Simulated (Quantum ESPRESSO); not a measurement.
# BaZrO3 (Pm-3m): zone-centre phonons

Aim: the zone-centre modes of BaZrO3 (Pm-3m).

Method: DFT LDA, scalar-relativistic, plane waves, PseudoDojo norm-conserving pseudopotentials, in Quantum ESPRESSO 7.5.

Experimental background.

“EXAFS study of lead-free relaxor ferroelectric BaTi(1-x)Zr(x)O3 at the Zr K-edge” (2006, arxiv:cond-mat/0602127) reports for BaZrO3, cubic perovskite, by X-ray diffraction (solid-state synthesised powder, 300 K): lattice constant a (cubic cell parameter) 4.192 ± 0.001 Å.

“Broadband dielectric spectroscopy of Ba(Zr,Ti)O3: dynamics of relaxors and diffuse ferroelectrics” (2013, arxiv:1312.3131) quotes from earlier work for BaZrO3, cubic perovskite (ceramic, earlier study, 300 K): static dielectric constant (static permittivity) about 36 [polycrystalline ceramic; value quoted from the authors' earlier paper].

For BaZrO3, cubic perovskite (polycrystalline, earlier work), “Lattice dynamics and Raman spectrum of BaZrO3 single crystals” (2019, arxiv:1907.02008) quotes earlier work: infrared mode (TO1 at Gamma, T1u) 116 cm⁻¹ [Literature IR value quoted for comparison; temperature and sample not stated in passage]; infrared mode (TO2 at Gamma, T1u) 214 cm⁻¹ [Literature IR value quoted for comparison; temperature and sample not stated in passage]; infrared mode (TO3 at Gamma, T1u) 520 cm⁻¹ [Literature IR value quoted for comparison; temperature and sample not stated in passage].

**1. The structure**

The structure is cubic, space group Pm-3m (No. 221). The conventional cell has a = 4.191 Å, b = 4.191 Å, c = 4.191 Å, α = 90.00°, β = 90.00°, γ = 90.00°. Ba has 12 O at 2.96 Å nearest. Zr has 6 O at 2.10 Å nearest. Nearest to O lie 2 Zr at 2.10 Å and 4 Ba at 2.96 Å. Farther neighbours and most contacts between anions are not listed.

**2. A probe with smearing**

Before anything dear is run, a loose run with smearing shows whether this is a metal and how far the cell is from rest.

The input, probe.in:

```
&CONTROL
  calculation = 'scf'
  prefix      = 'x'
  outdir      = './tmp'
  pseudo_dir  = './pseudo'
  tprnfor     = .true.
  tstress     = .true.
  verbosity   = 'high'
/
&SYSTEM
  ibrav       = 1
  celldm(1)   = 7.9204847
  nat         = 5
  ntyp        = 3
  ecutwfc     = 92.0
  occupations = 'smearing'
  smearing    = 'gaussian'
  degauss     = 0.01
/
&ELECTRONS
  conv_thr         = 1.0d-07
  mixing_beta      = 0.7
  electron_maxstep = 100
/
ATOMIC_SPECIES
 Ba    137.3270  Ba.upf
 Zr     91.2240  Zr.upf
 O      15.9990  O.upf
ATOMIC_POSITIONS crystal
 Ba     0.000000000   0.000000000   0.000000000
 Zr     0.500000000   0.500000000   0.500000000
 O      0.000000000   0.500000000   0.500000000
 O      0.500000000   0.000000000   0.500000000
 O      0.500000000   0.500000000   0.000000000
K_POINTS automatic
 4 4 4 0 0 0
```

Started as:

```
$ OMP_NUM_THREADS=1 mpirun -n 8 pw.x -nk 8 -in probe.in > probe.out
```

Output:

```text
[banners, grids, parts of the stress and lines that vanish by symmetry left out]
Program PWSCF v.7.5
     bravais-lattice index     =            1
     lattice parameter (alat)  =       7.9205  a.u.
[...]
kinetic-energy cutoff     =      92.0000  Ry
     charge density cutoff     =     368.0000  Ry
     scf convergence threshold =      1.0E-07
[...]
Exchange-correlation= SLA  PW   NOGX NOGC
                           (   1   4   0   0   0   0   0)
[...]
48 Sym. Ops., with inversion, found
[...]
(     0          1          0      )
                  (     0          0          1      )
[...]
(  0.0000000  1.0000000  0.0000000 )
                  (  0.0000000  0.0000000  1.0000000 )
[...]
(     0         -1          0      )
                  (     0          0          1      )
[...]
( -1.0000000  0.0000000  0.0000000 )
                  (  0.0000000  1.0000000  0.0000000 )
[...]
number of k points=    10  Gaussian smearing, width (Ry)=  0.0100
[...]
End of self-consistent calculation
[...]
the Fermi energy is    11.0387 ev
!    total energy              =    -257.52451144 Ry
[...]
convergence has been achieved in   9 iterations
[...]
atom    1 type  1   force =     0.00000000    0.00000000    0.00000000
     atom    2 type  2   force =     0.00000000    0.00000000    0.00000000
     atom    3 type  3   force =     0.00000000    0.00000000    0.00000000
     atom    4 type  3   force =     0.00000000    0.00000000    0.00000000
     atom    5 type  3   force =     0.00000000    0.00000000    0.00000000
[...]
Total force =     0.000000     Total SCF correction =     0.000000
[...]
total   stress  (Ry/bohr**3)                   (kbar)     P=      -48.97
[...]
XML data file, charge density, pseudopotentials, collected wavefunctions

   JOB DONE.
```

It took 5.8 s on 8 MPI ranks of Arm Neoverse V2, shared host; 46 s of CPU time.

This step gave:

| Quantity | Value |
| --- | --- |
| volume per atom | 14.73 Å³ |
| pressure | -4.897 GPa |
| gap on the k-mesh | 3.105 eV |

A gap of 3.1 eV opens on this mesh, so the crystal is taken as an insulator; the start stands at -4.9 GPa.

**3. Relaxation**

The relaxation runs at a cutoff a fifth above that of the response, since stress converges more slowly with the basis than frequencies do. Forces and stress are brought to rest with tight thresholds.

The input, relax.in:

```
&CONTROL
  calculation   = 'vc-relax'
  prefix        = 'x'
  outdir        = './tmp'
  pseudo_dir    = './pseudo'
  tprnfor       = .true.
  tstress       = .true.
  forc_conv_thr = 2.0d-05
  etot_conv_thr = 1.0d-07
  nstep         = 40
/
&SYSTEM
  ibrav       = 1
  celldm(1)   = 7.9204847
  nat         = 5
  ntyp        = 3
  ecutwfc     = 110
  occupations = 'fixed'
  nbnd        = 22
/
&ELECTRONS
  conv_thr         = 1.0d-11
  mixing_beta      = 0.7
  electron_maxstep = 100
/
&IONS
/
&CELL
  press_conv_thr = 0.2
/
ATOMIC_SPECIES
 Ba    137.3270  Ba.upf
 Zr     91.2240  Zr.upf
 O      15.9990  O.upf
ATOMIC_POSITIONS crystal
 Ba     0.000000000   0.000000000   0.000000000
 Zr     0.500000000   0.500000000   0.500000000
 O      0.000000000   0.500000000   0.500000000
 O      0.500000000   0.000000000   0.500000000
 O      0.500000000   0.500000000   0.000000000
K_POINTS automatic
 6 6 6 0 0 0
```

Started as:

```
$ OMP_NUM_THREADS=1 mpirun -n 8 pw.x -nk 8 -in relax.in > relax.out
```

Output:

```text
[banners, grids, parts of the stress and lines that vanish by symmetry left out]
[banner, memory and clock lines left out]
Program PWSCF v.7.5

[...]
kinetic-energy cutoff     =     110.0000  Ry
     charge density cutoff     =     440.0000  Ry
     scf convergence threshold =      1.0E-11
[...]
energy convergence thresh.=      1.0E-07
     force convergence thresh. =      2.0E-05
     press convergence thresh. =      2.0E-01
     Exchange-correlation= SLA  PW   NOGX NOGC
                           (   1   4   0   0   0   0   0)
[...]
48 Sym. Ops., with inversion, found
[...]
number of k points=    20
[...]
End of self-consistent calculation
[...]
highest occupied, lowest unoccupied level (ev):     9.5476   12.6578
!    total energy              =    -257.52527945 Ry
[...]
convergence has been achieved in  14 iterations
[...]
atom    1 type  1   force =     0.00000000    0.00000000    0.00000000
     atom    2 type  2   force =     0.00000000    0.00000000    0.00000000
     atom    3 type  3   force =     0.00000000    0.00000000    0.00000000
     atom    4 type  3   force =     0.00000000    0.00000000    0.00000000
     atom    5 type  3   force =     0.00000000    0.00000000    0.00000000
     Total force =     0.000000     Total SCF correction =     0.000000
[...]
total   stress  (Ry/bohr**3)                   (kbar)     P=      -49.11
[...]
number of bfgs steps    =   0
[...]
CELL_PARAMETERS (alat=  7.92048470)
[...]
ATOMIC_POSITIONS (crystal)
Ba               0.0000000000        0.0000000000        0.0000000000
Zr               0.5000000000        0.5000000000        0.5000000000
O                0.0000000000        0.5000000000        0.5000000000
O                0.5000000000        0.0000000000        0.5000000000
[...]
New effective cutoffs (rho, wfc):  447.31  111.85
[...]
End of self-consistent calculation
[...]
highest occupied, lowest unoccupied level (ev):     9.8859   13.0488
!    total energy              =    -257.52772951 Ry
[...]
convergence has been achieved in   9 iterations
[...]
atom    1 type  1   force =     0.00000000    0.00000000    0.00000000
     atom    2 type  2   force =     0.00000000    0.00000000    0.00000000
     atom    3 type  3   force =     0.00000000    0.00000000    0.00000000
     atom    4 type  3   force =     0.00000000    0.00000000    0.00000000
     atom    5 type  3   force =     0.00000000    0.00000000    0.00000000
     Total force =     0.000000     Total SCF correction =     0.000000
[...]
total   stress  (Ry/bohr**3)                   (kbar)     P=       -8.39
[...]
number of bfgs steps    =   1
[...]
CELL_PARAMETERS (alat=  7.92048470)
[...]
ATOMIC_POSITIONS (crystal)
[...]
New effective cutoffs (rho, wfc):  448.84  112.23
[...]
End of self-consistent calculation
[...]
highest occupied, lowest unoccupied level (ev):     9.9556   13.1290
!    total energy              =    -257.52779641 Ry
[...]
convergence has been achieved in  10 iterations
[...]
atom    1 type  1   force =     0.00000000    0.00000000    0.00000000
     atom    2 type  2   force =     0.00000000    0.00000000    0.00000000
     atom    3 type  3   force =     0.00000000    0.00000000    0.00000000
     atom    4 type  3   force =     0.00000000    0.00000000    0.00000000
[...]
Total force =     0.000000     Total SCF correction =     0.000000
[...]
total   stress  (Ry/bohr**3)                   (kbar)     P=        0.45
[...]
number of bfgs steps    =   2
[...]
CELL_PARAMETERS (alat=  7.92048470)
[...]
ATOMIC_POSITIONS (crystal)
[...]
New effective cutoffs (rho, wfc):  448.76  112.21
[...]
End of self-consistent calculation
[...]
highest occupied, lowest unoccupied level (ev):     9.9520   13.1249
!    total energy              =    -257.52779659 Ry
[...]
convergence has been achieved in   6 iterations
[...]
Total force =     0.000000     Total SCF correction =     0.000000
[...]
total   stress  (Ry/bohr**3)                   (kbar)     P=       -0.00
[...]
number of bfgs steps    =   3
[...]
small trust_radius: resetting bfgs history
[...]
CELL_PARAMETERS (alat=  7.92048470)
[...]
ATOMIC_POSITIONS (crystal)
[...]
New effective cutoffs (rho, wfc):  448.76  112.21
[...]
End of self-consistent calculation
[...]
highest occupied, lowest unoccupied level (ev):     9.9521   13.1249
!    total energy              =    -257.52779659 Ry
[...]
convergence has been achieved in   3 iterations
[...]
atom    3 type  3   force =     0.00000000    0.00000000    0.00000000
     atom    4 type  3   force =     0.00000000    0.00000000    0.00000000
     atom    5 type  3   force =     0.00000000    0.00000000    0.00000000
     Total force =     0.000000     Total SCF correction =     0.000000
[...]
total   stress  (Ry/bohr**3)                   (kbar)     P=       -0.00
[...]
bfgs converged in   5 scf cycles and   4 bfgs steps
[...]
End of BFGS Geometry Optimization
     Final enthalpy           =    -257.5277965942 Ry
     File ./tmp/x.bfgs deleted, as requested
[...]
CELL_PARAMETERS (alat=  7.92048470)
[...]
ATOMIC_POSITIONS (crystal)
[...]
O                0.5000000000        0.0000000000        0.5000000000
O                0.5000000000        0.5000000000        0.0000000000
[...]
Final scf calculation at the relaxed structure.
[...]
kinetic-energy cutoff     =     110.0000  Ry
     charge density cutoff     =     440.0000  Ry
     scf convergence threshold =      1.0E-13
[...]
press convergence thresh. =      2.0E-01
     Exchange-correlation= SLA  PW   NOGX NOGC
                           (   1   4   0   0   0   0   0)
[...]
48 Sym. Ops., with inversion, found
[...]
number of k points=    20
[...]
End of self-consistent calculation
[...]
highest occupied, lowest unoccupied level (ev):     9.9521   13.1250
!    total energy              =    -257.52779351 Ry
[...]
convergence has been achieved in  21 iterations
[...]
atom    1 type  1   force =     0.00000000    0.00000000    0.00000000
     atom    2 type  2   force =     0.00000000    0.00000000    0.00000000
     atom    3 type  3   force =     0.00000000    0.00000000    0.00000000
     atom    4 type  3   force =     0.00000000    0.00000000    0.00000000
     atom    5 type  3   force =     0.00000000    0.00000000    0.00000000
     Total force =     0.000000     Total SCF correction =     0.000000
[...]
total   stress  (Ry/bohr**3)                   (kbar)     P=       -0.00
[...]
XML data file, charge density, pseudopotentials, collected wavefunctions
```

Wall time 67 s (8 MPI ranks); 8.9 min of CPU time.

The steps of the relaxation:

```csv
step,energy less that of the first step (eV),largest force (eV/Å),pressure (GPa),volume (Å³)
1,0.0000,0.0000,-4.91,73.63
2,-0.0333,0.0000,-0.84,71.80
3,-0.0342,0.0000,0.04,71.44
4,-0.0342,0.0000,0.00,71.46
5,-0.0342,0.0000,0.00,71.46
6,-0.0342,0.0000,0.00,71.46
```

```csv
"conventional cell, symmetrised",before,after,change
a (Å),4.191,4.150,-1.0 %
b (Å),4.191,4.150,-1.0 %
c (Å),4.191,4.150,-1.0 %
volume (Å³/atom),14.73,14.29,-3.0 %
```

Final coordinates:

```
CELL_PARAMETERS angstrom
4.14965 0.00000 0.00000
0.00000 4.14965 0.00000
0.00000 0.00000 4.14965
ATOMIC_POSITIONS crystal
Ba 0.00000 0.00000 0.00000
Zr 0.50000 0.50000 0.50000
O 0.00000 0.50000 0.50000
O 0.50000 0.00000 0.50000
O 0.50000 0.50000 0.00000
```

The last row of the table of steps is pw.x's closing run on a basis chosen anew for the final cell, so its energy can jump.

Numbers from this step:

- volume per atom: 14.29 Å³
- pressure: 0 GPa
- gap on the k-mesh: 3.173 eV

The volume changes by -3.0 % from the cell with which this run began.

**4. Self-consistent run for the response**

The response is built on this ground state, so it is converged far tighter than an energy would need. With a gap, occupations are fixed, which also allows the response to an electric field.

The input, scf.in:

```
&CONTROL
  calculation = 'scf'
  prefix      = 'x'
  outdir      = './tmp'
  pseudo_dir  = './pseudo'
  tprnfor     = .true.
  tstress     = .true.
/
&SYSTEM
  ibrav       = 1
  celldm(1)   = 7.84170805
  nat         = 5
  ntyp        = 3
  ecutwfc     = 92.0
  occupations = 'fixed'
  nbnd        = 22
/
&ELECTRONS
  conv_thr         = 1.0d-12
  mixing_beta      = 0.7
  electron_maxstep = 100
/
ATOMIC_SPECIES
 Ba    137.3270  Ba.upf
 Zr     91.2240  Zr.upf
 O      15.9990  O.upf
ATOMIC_POSITIONS crystal
 Ba     0.000000000   0.000000000   0.000000000
 Zr     0.500000000   0.500000000   0.500000000
 O      0.000000000   0.500000000   0.500000000
 O      0.500000000   0.000000000   0.500000000
 O      0.500000000   0.500000000   0.000000000
K_POINTS automatic
 8 8 8 0 0 0
```

Started as:

```
$ OMP_NUM_THREADS=1 mpirun -n 8 pw.x -nk 8 -in scf.in > scf.out
```

Output:

```text
[banners, grids, parts of the stress and lines that vanish by symmetry left out]
[banner, memory and clock lines left out]
Program PWSCF v.7.5

[...]
kinetic-energy cutoff     =      92.0000  Ry
     charge density cutoff     =     368.0000  Ry
     scf convergence threshold =      1.0E-12
[...]
Exchange-correlation= SLA  PW   NOGX NOGC
                           (   1   4   0   0   0   0   0)
[...]
48 Sym. Ops., with inversion, found
[...]
number of k points=    35
[...]
End of self-consistent calculation
[...]
highest occupied, lowest unoccupied level (ev):     9.9520   13.1251
!    total energy              =    -257.52778473 Ry
[...]
convergence has been achieved in  16 iterations
[...]
atom    1 type  1   force =     0.00000000    0.00000000    0.00000000
     atom    2 type  2   force =     0.00000000    0.00000000    0.00000000
     atom    3 type  3   force =     0.00000000    0.00000000    0.00000000
     atom    4 type  3   force =     0.00000000    0.00000000    0.00000000
     atom    5 type  3   force =     0.00000000    0.00000000    0.00000000
     Total force =     0.000000     Total SCF correction =     0.000000
[...]
total   stress  (Ry/bohr**3)                   (kbar)     P=        0.01
[...]
XML data file, charge density, pseudopotentials, collected wavefunctions
```

Elapsed: 17 s, on 8 MPI ranks; 2.2 min of CPU time.

Numbers from this step:

```
pressure : 0.001 GPa
```

The cell stands at 0.001 GPa, close enough for phonons.

(Continued in part 2 of 3.)

[Host names and launcher messages were left out of these logs when they were recorded.]

[Logs are printed without paths, hosts, clocks, repeated set-up lines and the standing remarks that a program may print on its own settings, such as how far it seeks lower states.]

[Hosts, paths, dates, database ids (printed as entryN), source tags and the programs' standing remarks are cut or masked in the printed files.]
